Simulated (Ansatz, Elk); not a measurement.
# Bonding as seen by X-rays: GaAs2Pb

The structure of GaAs2Pb used here is made up (a known structure type with other elements) and was relaxed beforehand with r2SCAN. The aim is the Fourier transform of its all-electron density, F(hkl), set beside the sum over free spherical atoms that refinements use.

Calculated with Elk 11.2.3 (patched build); DFT, PBE, all-electron APW+lo, Dirac cores, scalar-relativistic bands, static density, no spin.

This account leaves out most program logs.

The structure was built from a prototype and need not be the compound's stable phase.

## (1) The structure

The structure is tetragonal, space group I-42d (No. 122). The conventional cell has a = 6.186 Å, b = 6.186 Å, c = 11.861 Å, α = 90.00°, β = 90.00°, γ = 90.00°. Pb has 4 As at 2.84 Å nearest. As has 2 Ga at 2.47 Å and 2 Pb at 2.84 Å nearest. Nearest to Ga lie 4 As at 2.47 Å. Farther neighbours are not listed.

## (2) Ground state and structure factors

An all-electron density is needed, since X-rays see the cores too. Task 0 finds the density and task 195 Fourier-transforms it; tshift is off so that phases refer to the origin typed.

Input file elk.in:

```
tasks
  0
  195

xctype
  20

spinpol
  .false.

rgkmax
  7.0

gmaxvr
  14.0

lmaxo
  7

lmaxapw
  8

swidth
  0.002

tshift
  .false.

ramdisk
  .false.

hmaxvr
  5.5

maxscl
  120

epspot
  1e-06

sppath
  './'

avec
  -5.84504315371 5.84504315371 11.20676122974
  5.84504315371 -5.84504315371 11.20676122974
  5.84504315371 5.84504315371 -11.20676122974

atoms
  3
  'Pb.in'
  2
  0.2500000000 0.7500000000 0.5000000000   0.000000 0.000000 0.000000
  0.5000000000 0.5000000000 0.0000000000   0.000000 0.000000 0.000000
  'As.in'
  4
  0.0731070529 0.6250000000 -0.0518929471   0.000000 0.000000 0.000000
  0.8750000000 0.9268929471 0.5518929471   0.000000 0.000000 0.000000
  0.6768929471 0.1250000000 1.0518929471   0.000000 0.000000 0.000000
  0.3750000000 0.3231070529 0.4481070529   0.000000 0.000000 0.000000
  'Ga.in'
  2
  0.7500000000 0.2500000000 0.5000000000   0.000000 0.000000 0.000000
  0.0000000000 -0.0000000000 0.0000000000   0.000000 0.000000 0.000000

ngridk
  5 5 5
```

The run is started by

```bash
OMP_NUM_THREADS=4 elk
```

Wall time 2.5 min (4 threads of Arm Neoverse V1, shared host); peak memory 0.43 GiB.

SFACRHO.OUT:

```text

h k l indices transformed by vhmat matrix:
   1.000000000       0.000000000       0.000000000    
   0.000000000       1.000000000       0.000000000    
   0.000000000       0.000000000       1.000000000    

      h      k      l  multipl.   |H|            Re(F)            Im(F)           |F|

      0      0      0      1   0.0000000       358.00000     -0.80261105E-15   358.00000    
     -1     -1      1      2  0.56066023     -0.37194082E-13 -0.18152246E-13  0.41387242E-13
      1      0     -1      4  0.60619264      -35.068804      -35.068804       49.594778    
     -1      0      1      4  0.60619264      -35.068804       35.068804       49.594778    
      0      0     -1      4  0.76011123       0.0000000     -0.14083898E-13  0.14083898E-13
     -1     -1      2      4  0.94451521       202.75763       109.28907       230.33618    
      1      1      0      4  0.94451521       202.75763      -109.28907       230.33618    
     -1     -2      2      4  0.99807279      -59.681589       59.681589       84.402512    
      2      1     -1      4  0.99807279      -59.681589      -59.681589       84.402512    
     -1      1     -1      4   1.0749596       97.739828     -0.47177506E-13   97.739828    
     -2     -2      2      2   1.1213205       85.933626     -0.62439502E-13   85.933626    
     -2      0      0      4   1.2123853      0.15940321E-13   11.069454       11.069454    
      0      2     -2      4   1.2123853      0.42507522E-13  -11.069454       11.069454    
     -2      1      0      4   1.2341020      -80.431078       34.373276       87.468168    
     -1      2     -1      4   1.2341020      -80.431078      -34.373276       87.468168    
      0      1     -2      4   1.2341020      -34.373276      -80.431078       87.468168    
     -1      2      0      4   1.2341020      -34.373276       80.431078       87.468168    
     -2     -2      1      4   1.3546692     -0.53134403E-14 -0.18598533E-12  0.18606121E-12
```

Elk indexes on the primitive cell of elk.in and gives |H| = 4π sin θ/λ in inverse bohr. Below, one row stands for each form hkl of the conventional cell (m members, Friedel mates merged), F is for one primitive cell and the density is static (no thermal factor). Free-atom factors are Waasmaier and Kirfel's, and R is Σm||F|−|F'||/Σm|F|.

| hkl | m | sin θ/λ (Å⁻¹) | abs F, DFT | neutral atoms | diff. | abs of complex diff. |
| --- | --- | --- | --- | --- | --- | --- |
| 002 | 2 | 0.084 | 0.000 | 0.000 | +0.000 | 0.000 |
| 101 | 8 | 0.091 | 49.595 | 49.872 | -0.277 | 0.277 |
| 110 | 4 | 0.114 | 0.000 | 0.000 | +0.000 | 0.000 |
| 112 | 8 | 0.142 | 230.336 | 229.967 | +0.369 | 0.732 |
| 103 | 8 | 0.150 | 84.403 | 84.411 | -0.009 | 0.009 |
| 200 | 4 | 0.162 | 97.740 | 98.246 | -0.507 | 0.507 |
| 004 | 2 | 0.169 | 85.934 | 86.356 | -0.422 | 0.422 |
| 202 | 8 | 0.182 | 11.069 | 11.052 | +0.017 | 0.017 |
| 211 | 16 | 0.186 | 87.468 | 87.459 | +0.009 | 0.042 |
| 114 | 8 | 0.204 | 0.000 | 0.000 | +0.000 | 0.000 |
| 213 | 16 | 0.221 | 54.953 | 54.944 | +0.009 | 0.112 |
| 105 | 8 | 0.226 | 77.677 | 77.589 | +0.088 | 0.088 |
| 220 | 4 | 0.229 | 261.789 | 262.248 | -0.459 | 0.459 |
| 204 | 8 | 0.234 | 270.235 | 270.783 | -0.548 | 0.548 |

## (3) The highest occupied states alone

An energy window below the Fermi level keeps the highest occupied states, to see at which angles they scatter; shallow core shells can lie inside it and anion s states outside. No new self-consistency is needed.

Edit elk.in of step 2 so:

```diff
@@ -1,3 +1,2 @@
 tasks
-  0
   195
@@ -40,2 +39,5 @@
 
+wsfac
+  -0.276470 0.464520
+
 sppath
```

The run is started by

```bash
OMP_NUM_THREADS=4 elk
```

It took 40 s on 4 threads; peak memory 0.27 GiB.

States within 12 eV below the Fermi level hold 33.02 electrons; any levels below the window count with the cores. Their amplitudes can exceed the total, where window and core parts have opposite phase:

| hkl | sin θ/λ (Å⁻¹) | abs F, window | abs F, all |
| --- | --- | --- | --- |
| 002 | 0.084 | 0.000 | 0.000 |
| 101 | 0.091 | 1.645 | 49.595 |
| 110 | 0.114 | 0.000 | 0.000 |
| 112 | 0.142 | 9.004 | 230.336 |
| 103 | 0.150 | 1.248 | 84.403 |
| 200 | 0.162 | 2.776 | 97.740 |
| 004 | 0.169 | 3.064 | 85.934 |
| 202 | 0.182 | 0.450 | 11.069 |
| 211 | 0.186 | 1.380 | 87.468 |
| 114 | 0.204 | 0.000 | 0.000 |

## (4) Another functional

The difference from free atoms is small, so it is set against the change that LDA (Perdew-Wang) makes.

Edit elk.in of step 3 so:

```diff
@@ -1,2 +1,3 @@
 tasks
+  0
   195
@@ -4,3 +5,3 @@
 xctype
-  20
+  3
 
@@ -39,5 +40,2 @@
 
-wsfac
-  -0.276470 0.464520
-
 sppath
```

The run is started by

```bash
OMP_NUM_THREADS=4 elk
```

It took 1.8 min on 4 threads; peak memory 0.32 GiB; 5.8 min of CPU time.

Against the first run R = 0.02 %; the largest change is -0.089 at 228.

## (5) Basis size

The basis and the expansions that go with it are enlarged, to see whether the differences are converged.

Edit elk.in of step 4 so:

```diff
@@ -5,3 +5,3 @@
 xctype
-  3
+  20
 
@@ -11,12 +11,12 @@
 rgkmax
-  7.0
+  8.5
 
 gmaxvr
-  14.0
+  18.0
 
 lmaxo
-  7
+  9
 
 lmaxapw
-  8
+  10
```

The run is started by

```bash
OMP_NUM_THREADS=4 elk
```

Wall time 7.8 min (4 threads); peak memory 0.88 GiB.

Against the first run R = 0.00 %; the largest change is -0.021 at 228.

## (6) Settings against the effect

| run | R against the first run (%) | R against neutral atoms, low angle (%) | wall time |
| --- | --- | --- | --- |
| PBE, rgkmax 7 | 0.00 | 0.24 | 2.5 min |
| LDA (Perdew-Wang) | 0.02 | 0.24 | 1.8 min |
| rgkmax 8.5 with larger expansions | 0.00 | 0.24 | 7.8 min |

## (7) What came out

- R against neutral atoms, sin θ/λ < 0.3 Å⁻¹: 0.24 %
- R against neutral atoms, 0.3 to 0.60 Å⁻¹: 0.08 %

In words: Independent neutral atoms miss the calculated amplitudes by R = 0.24 % below 0.3 Å⁻¹ and 0.08 % from there to 0.60 Å⁻¹; by shells, 0.23 % below 0.15 Å⁻¹ (2 forms), 0.24 % 0.15 to 0.3 (17 forms), 0.10 % 0.3 to 0.45 (39 forms), 0.07 % above 0.45 (73 forms). Bonding, aspherical density and the tables' own atoms all enter these figures, and the runs don't part them. The largest change of an amplitude is -0.73 electrons, at 116. R counts amplitudes alone; phases shift too. The window's part falls from 33.0 electrons at the origin to at most 0.39 between 0.45 and 0.60 Å⁻¹. Below 0.3 Å⁻¹ the changes that finished (LDA (Perdew-Wang) and rgkmax 8.5 with larger expansions) move F by R = 0.01 % at most, against the 0.24 % that separates it from free atoms. The k-mesh has no finished test. Spin-orbit coupling is left out, which can matter for elements this heavy. Part of the difference isn't bonding: the tables are fits to free atoms and ions calculated by other methods than this functional. Thermal motion, anomalous dispersion and extinction are left out.

[Logs are printed without paths, hosts, clocks, repeated set-up lines and the standing remarks that a program may print on its own settings, such as how far it seeks lower states.]

[Hosts, paths, dates, database ids (printed as entryN), source tags and the programs' standing remarks are cut or masked in the printed files.]
